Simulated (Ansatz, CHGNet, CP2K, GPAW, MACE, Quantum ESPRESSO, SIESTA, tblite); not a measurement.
# Running random packing of 41In2S3-59GeS2 (mol %) (84 atoms) with tblite

How do the settings of tblite change the result for random packing of 41In2S3-59GeS2 (mol %) (84 atoms)? A plane-wave run serves as the yardstick.

Method: the method is named at each step, in tblite 0.8.0.

## (1) The structure

The cell holds 84 atoms: 18 In, 53 S and 13 Ge. Cell: a = 12.555 Å, b = 12.555 Å, c = 12.555 Å, α = 90.0°, β = 90.0°, γ = 90.0°. 84 atoms (18 In, 53 S, 13 Ge) packed at random in a cube at 3.95 g/cm³ and pushed apart as soft spheres, cations and anions kept from their own kind; a start for melting by ab initio MD, not an equilibrated structure. Then every atom was moved at random, 0.03 Å r.m.s. a Cartesian component.

The yardstick, on the same geometry:

- method: Kohn-Sham DFT, PBE, SSSP efficiency 1.3.0 pseudopotentials, plane waves (Quantum ESPRESSO 7.5); sssp-pbe-1.3.0-efficiency, cutoffs 45/360 Ry, Γ point
- r.m.s. force component: 0.7479 eV/Å
- longest force: 2.856 eV/Å
- pressure: 2.369 GPa
- time: 13 min on 4 MPI ranks of Arm Neoverse V2, shared host
- CPU time: 54 min

## (2) GFN2-xTB

Method: GFN2-xTB tight binding, diagonalisation.

Input file run.py:

```python
import numpy as np
from ase.io import read
from tblite.ase import TBLite

atoms = read("structure.xyz")
atoms.calc = TBLite(method="GFN2-xTB", electronic_temperature=580, accuracy=1.0, max_iterations=250, mixer_damping=0.4, verbosity=1)
energy = atoms.get_potential_energy()
forces = atoms.get_forces()
print(f"energy {energy:.6f} eV")
print("forces (eV/A)")
for i, (a, f) in enumerate(zip(atoms, forces)):
    print(f"{i:4d} {a.symbol:2s} {f[0]:10.5f} {f[1]:10.5f} {f[2]:10.5f}")
stress = -atoms.get_stress(voigt=False) * 160.21766
print("stress (GPa, compression positive)")
for row in stress:
    print(" ".join(f"{x:10.4f}" for x in row))
print("charges (e)")
print(np.array2string(atoms.get_charges(), precision=4, suppress_small=True, max_line_width=110, threshold=100000))
```

Input file structure.xyz:

```xyz
84
Lattice="12.55510 0.00000 0.00000 0.00000 12.55510 0.00000 0.00000 0.00000 12.55510" Properties=species:S:1:pos:R:3 pbc="T T T"
In 1.33574 7.44543 11.39049
In 0.11036 4.07200 6.57473
In 6.65420 6.14321 10.70347
In 6.11710 11.85026 5.63448
In 8.21669 4.52260 2.81071
In 0.31488 5.66499 2.70927
In 8.37990 1.97780 4.74332
In 2.63971 10.75859 8.36647
In 7.36319 10.26040 2.32520
In 8.58857 7.76207 4.06396
In 4.75537 1.12381 11.40982
In 10.51100 6.38502 7.27907
In 7.53921 7.47882 7.24705
In 1.02512 2.54479 3.65404
In 4.00370 3.68467 3.32534
In 9.85902 9.16422 9.07332
In 10.96713 2.33889 1.27397
In 12.09847 1.02086 6.05784
S 10.35997 4.30088 12.20481
S 2.15609 4.21462 5.30302
S 3.51430 1.90122 9.47094
S 11.47762 6.70731 4.65254
S 12.08340 9.58820 8.34312
S 8.04807 10.76889 8.62987
S 8.38932 9.40025 11.44724
S 11.39652 3.54744 3.36816
S 4.29259 4.98048 8.92404
S 0.82776 3.52484 9.00000
S 1.28665 1.32218 0.15091
S 8.91826 2.25992 7.10204
S 10.87259 0.62173 11.53362
S 4.42279 11.40355 9.94515
S 10.12506 9.57364 4.69774
S 4.75801 7.93821 3.82918
S 4.56277 7.55101 7.01039
S 5.02317 2.82289 0.59900
S 8.56208 2.07423 2.35182
S 9.39147 11.45502 1.24019
S 2.25163 0.53874 3.80043
S 11.61761 12.34330 3.93364
S 12.43018 10.64572 1.43668
S 7.35189 5.12462 7.80827
S 6.43148 0.99462 8.65147
S 8.10256 2.35107 11.02614
S 12.33664 6.64717 0.57578
S 0.29994 6.44089 7.68887
S 4.75600 2.68240 6.44667
S 2.01710 8.32466 2.06092
S 5.32838 11.05238 3.45604
S 5.75111 8.44933 9.89342
S 6.84793 8.10356 1.43643
S 10.61509 7.35402 10.44258
S 3.95825 12.34719 0.84747
S 3.78524 10.59311 6.25683
S 2.40807 4.90616 11.43506
S 9.58808 6.36104 2.09946
[... 24 atom lines left out ...]
Ge 0.32744 8.42535 6.67278
Ge 0.95306 0.60917 9.33158
Ge 11.39865 2.64097 9.57038
Ge 10.63630 9.91916 11.98372
```

On the command line:

```
OMP_NUM_THREADS=1 python run.py > output.txt
```

The log of the run:

```text
------------------------------------------------------------
  cycle        total energy    energy error   density error
------------------------------------------------------------
      1     -215.0684914917  -2.1548879E+02   4.4797505E-01
      2     -156.0301548689   5.9038337E+01   7.4719588E-01
      3     -190.3175821481  -3.4287427E+01   6.3395096E-01
      4     -212.3753444101  -2.2057762E+01   4.7930132E-01
      5     -207.7800060098   4.5953384E+00   4.6937854E-01
      6     -211.5628245591  -3.7828185E+00   4.4614438E-01
      7     -214.1557890200  -2.5929645E+00   4.1845244E-01
      8     -205.5151269643   8.6406621E+00   4.5054764E-01
      9     -196.1297594546   9.3853675E+00   5.0857560E-01
     10     -211.3988748140  -1.5269115E+01   4.3401098E-01
[... 92 lines of further cycles ...]
    103     -221.6557181818  -1.7527292E-06   1.7605635E-04
    104     -221.6557184510  -2.6917678E-07   1.6089912E-04
    105     -221.6557198167  -1.3656799E-06   1.0553047E-04
    106     -221.6557200967  -2.8005525E-07   8.6811592E-05
    107     -221.6557204938  -3.9711463E-07   6.3309952E-05
    108     -221.6557205018  -7.9250526E-09   5.5818444E-05
    109     -221.6557206724  -1.7061001E-07   3.7444137E-05
    110     -221.6557207113  -3.8938367E-08   3.2844737E-05
    111     -221.6557207239  -1.2591556E-08   2.8255350E-05
    112     -221.6557207644  -4.0507615E-08   1.8042112E-05
------------------------------------------------------------
 total:                                  21.757 sec
energy -6031.559382 eV
forces (eV/A)
   0 In    0.63096   -0.78257   -0.02666
   1 In   -0.82812   -0.32564    0.12565
   2 In   -0.16162   -0.42323   -1.30095
   3 In   -1.29905    0.30374    1.23658
   4 In    0.72239   -0.18492   -1.42620
   5 In   -0.11282    0.79945    0.99316
   6 In   -0.38278    0.54464    1.32096
   7 In    0.80205   -1.53804    0.26208
   8 In    0.85417    0.78177   -0.21609
   9 In    0.23022   -0.17310   -0.49449
  10 In   -0.14500   -0.11300   -0.95523
  11 In   -1.96925   -0.18212   -0.22989
  12 In   -0.19239    0.46062    0.74456
  13 In    0.31640   -0.76089    0.53864
  14 In    0.82646   -1.49284    1.33416
  15 In   -1.11289   -0.80105    0.00882
  16 In   -0.37051   -1.25298   -1.54187
  17 In   -0.98863    0.53176   -0.94127
  18 S     0.50190   -1.02737    0.03265
  19 S     1.07174   -0.24651   -1.07684
  20 S    -0.67135    0.07482   -0.47964
  21 S     0.14417    0.19140   -0.17877
  22 S     0.92429    1.47072    0.33594
  23 S    -0.39441   -0.81291   -2.30519
[...]
76 Ge   -0.73063    0.89759    1.13446
  77 Ge   -1.18742   -0.55286    0.14406
  78 Ge    0.28838    0.49468    0.01183
  79 Ge    0.82502   -0.16328   -0.05710
  80 Ge    0.97018   -0.88320   -1.98558
  81 Ge    1.28783    1.03337   -0.02643
  82 Ge   -0.98315    0.36712    0.33908
  83 Ge   -0.80421    0.66339    1.63373
stress (GPa, compression positive)
    1.5122     0.7037    -0.2469
    0.7037     0.9220    -0.5480
   -0.2469    -0.5480     2.0873
charges (e)
[ 0.2559  0.3063  0.3707  0.2595  0.1444  0.2413  0.2337  0.1412  0.2281  0.2982  0.17    0.2756  0.1919
  0.1154  0.226   0.1745  0.2511  0.1933 -0.0762 -0.2702 -0.046  -0.241  -0.2828 -0.1877 -0.3409 -0.3055
  0.1714 -0.2187 -0.2312 -0.1788 -0.2407 -0.3712 -0.0716 -0.0576 -0.0034 -0.329  -0.1872 -0.1116 -0.1673
  0.0075 -0.0761 -0.0361 -0.0675 -0.0516 -0.1504 -0.1787  0.0369 -0.0959 -0.0901 -0.249  -0.2244 -0.3013
 -0.176  -0.1176 -0.1735 -0.1656 -0.1253 -0.2874 -0.2438  0.0044 -0.2568 -0.3172 -0.2525 -0.345  -0.3189
 -0.2907 -0.1721 -0.1972 -0.2575 -0.281  -0.4266  0.4597  0.4101  0.3825  0.4001  0.4436  0.5073  0.4085
  0.4312  0.4645  0.4204  0.4022  0.3592  0.4576]
```

The job ended after 22 s (1 thread of Arm Neoverse V2, shared host; peak memory 0.17 GiB).

Banners, paths, timers and routine set-up lines are dropped from the logs unmarked, and long logs keep their key lines alone; longer cuts are marked.

Numbers from this run, and their distance from the reference:

- r.m.s. force component: 0.6895 eV/Å
- r.m.s. difference of force components: 255.1 meV/Å
- longest difference of force vectors: 986.3 meV/Å
- force difference over r.m.s. force: 34.11 %
- slope of forces against the reference's: 0.8668
- correlation of force components: 0.9402
- pressure: 1.507 GPa
- pressure difference: -0.8615 GPa

Length of the force difference by element (eV/Å):

```csv
element,atoms,mean,most
Ge,13,0.55,0.99
In,18,0.34,0.65
S,53,0.38,0.90
```

The surroundings of Ge74, which bears the longest force, nearest first, numbered as they follow in the input and with coordinates relative to it.

```csv
atom,x,y,z,distance (Å),bonds,Mulliken charge (e),Fx,Fy,Fz (eV/Å)
Ge74,0.00,0.00,0.00,0.00,4,0.38,0.25,2.59,0.39
S24,-1.08,-1.92,0.01,2.20,3,-0.19,-0.39,-0.81,-2.31
S64,1.35,-0.72,-1.60,2.22,2,-0.34,-0.35,-0.68,0.28
S30,-0.21,2.13,-1.52,2.63,2,-0.18,0.07,-0.09,0.14
S43,-2.70,0.87,0.03,2.84,1,-0.07,0.15,0.36,-0.41
S31,1.74,0.49,2.91,3.43,2,-0.24,0.19,0.06,0.15
S44,-1.03,2.22,2.40,3.43,0,-0.05,0.08,0.08,0.00
Ge83,2.27,2.51,0.95,3.51,3,0.36,-0.98,0.37,0.34
In16,0.73,-3.52,0.45,3.62,4,0.17,-1.11,-0.80,0.01
Ge78,-2.39,-2.19,1.72,3.67,5,0.41,-1.19,-0.55,0.14
```

Atoms are counted from 1 here, from 0 in the log.

Forces lie 34 % from the reference's, at 0.0069 times its CPU time (on 1 against 4 cores); the SCF took 112 steps, which the time reflects.

## (3) IPEA1-xTB

Method: IPEA1-xTB tight binding, diagonalisation.

Edit run.py of step 2 so:

```diff
@@ -5,3 +5,3 @@
 atoms = read("structure.xyz")
-atoms.calc = TBLite(method="GFN2-xTB", electronic_temperature=580, accuracy=1.0, max_iterations=250, mixer_damping=0.4, verbosity=1)
+atoms.calc = TBLite(method="IPEA1-xTB", electronic_temperature=580, accuracy=1.0, max_iterations=250, mixer_damping=0.4, verbosity=1)
 energy = atoms.get_potential_energy()
```

structure.xyz is that of step 2.

The log of the run:

```text
------------------------------------------------------------
  cycle        total energy    energy error   density error
------------------------------------------------------------
      1     -252.6708522301  -2.5281770E+02   4.4255533E-01
      2     -226.4229851117   2.6247867E+01   6.3190112E-01
      3     -247.9170705363  -2.1494085E+01   4.0597085E-01
      4     -250.0320661251  -2.1149956E+00   3.6038041E-01
      5     -252.6902425899  -2.6581765E+00   3.1360669E-01
      6     -252.9057018674  -2.1545928E-01   3.1908421E-01
[...]
26     -257.8042664616  -4.1775354E-07   5.4523275E-05
     27     -257.8042666155  -1.5386627E-07   2.8049153E-05
     28     -257.8042666323  -1.6854358E-08   1.7214938E-05
------------------------------------------------------------
 total:                                   8.061 sec
energy -7015.211418 eV
forces (eV/A)
   0 In    0.88697   -0.23765   -0.19048
   1 In   -1.31276   -0.71625    0.25276
   2 In   -1.58305   -0.46057   -1.92165
   3 In   -2.18900    0.18249    1.82369
   4 In    1.33430   -0.19912   -1.77445
   5 In   -0.53043    0.93726    1.56710
[...]
81 Ge    1.02795    1.02075    0.48752
  82 Ge   -0.54408    0.03480    0.67394
  83 Ge    0.35073    1.53318    0.64815
stress (GPa, compression positive)
   -3.8199     0.5807     0.4513
    0.5807    -5.3868    -1.0733
    0.4513    -1.0733    -3.5533
charges (e)
[ 0.2889  0.253   0.2754  0.2507  0.2562  0.2873  0.2741  0.254   0.2508  0.2622  0.2502  0.2537  0.2235
  0.2124  0.2673  0.2653  0.261   0.2223 -0.105  -0.1768 -0.092  -0.1452 -0.0109  0.0544 -0.073  -0.1442
 -0.1297 -0.0487 -0.1553 -0.1121 -0.0494 -0.0834 -0.1804 -0.1033 -0.0055 -0.1047 -0.0487 -0.147  -0.1922
 -0.1512 -0.0884 -0.1258 -0.1088 -0.1439 -0.0832 -0.0803 -0.1563 -0.0757 -0.1128 -0.0599 -0.1514 -0.1805
 -0.056  -0.1746 -0.0826 -0.1613 -0.1012 -0.1605 -0.0548 -0.076  -0.0716 -0.1273  0.0262 -0.1039 -0.0167
  0.0037 -0.0644 -0.1589 -0.0634 -0.1235 -0.2093  0.0731  0.0477  0.0196  0.0309  0.0631  0.0935  0.0417
  0.0724  0.1057  0.0386  0.0524  0.0451  0.0551]
```

Elapsed: 8.5 s, on 1 thread; peak memory 0.17 GiB.

Numbers from this run, and their distance from the reference:

- r.m.s. force component: 1.024 eV/Å
- r.m.s. difference of force components: 592.6 meV/Å
- longest difference of force vectors: 2073 meV/Å
- force difference over r.m.s. force: 79.24 %
- slope of forces against the reference's: 1.123
- correlation of force components: 0.8203
- pressure: -4.253 GPa
- pressure difference: -6.622 GPa

Against the first run (34 %), the force difference from the reference is 79 %, at 0.38 times the CPU time (28 SCF steps against 112).

## (4) All runs compared

Differences are against the plane-wave reference, forces as r.m.s. over components; share is that over the reference's r.m.s. force, slope the least-squares factor from reference forces to these. Total energies of different programs have different zeros and aren't compared.

```csv
run,"Δ force, r.m.s. (meV/Å)",share (%),slope,Δ pressure (GPa),cores,CPU time,memory (GiB)
reference,-,-,-,-,4,54 min,5.5
tblite GFN2-xTB,255,34.1,0.867,-0.862,1,22 s,0.17
tblite IPEA1-xTB,593,79.2,1.123,-6.62,1,8.5 s,0.17
```

CPU time is summed over cores on a shared host, where runs went side by side, so it is rough. Symmetry, cutoffs, thresholds, outputs and thread counts weren't matched or tuned between programs; memory under MPI is the largest rank's times the ranks.

## (5) What came out

```yaml
nearest_in_forces: tblite GFN2-xTB, 34 %
its_cpu_time: 22 s
```

What this shows: Tight binding differs by 34 % (tblite GFN2-xTB) to 79 % (tblite IPEA1-xTB); it is another model, with fitted parameters of its own, and the xTB methods hold dispersion. IPEA1-xTB was fitted to ionisation energies and electron affinities, not to forces or charges. tblite GFN2-xTB needed 112 SCF steps, so its time overstates the method's usual cost. Of the electronic-structure runs that take under half the reference's CPU time, tblite GFN2-xTB comes nearest, at 34 % in 22 s against 54 min. Periodic xTB results under one method name differ between programs and library versions. The reference's pressure holds the uncorrected Pulay stress of its 45 Ry basis, so small pressure differences, and their order, may be the reference's own error. The reference's pressure of 2.4 GPa belongs to a cell and atoms that aren't relaxed at this level. The electronic-structure runs sample only Γ, in a cell whose shortest periodic width is 13 Å, which is coarse for a cell with partly filled levels.

[Also dropped from logs without a mark: logging warnings of Python, and SIESTA's first energy breakdown and zero terms.]

[Logs are printed without paths, hosts, clocks, repeated set-up lines and the standing remarks that a program may print on its own settings, such as how far it seeks lower states.]

[Hosts, paths, dates, database ids (printed as entryN), source tags and the programs' standing remarks are cut or masked in the printed files.]
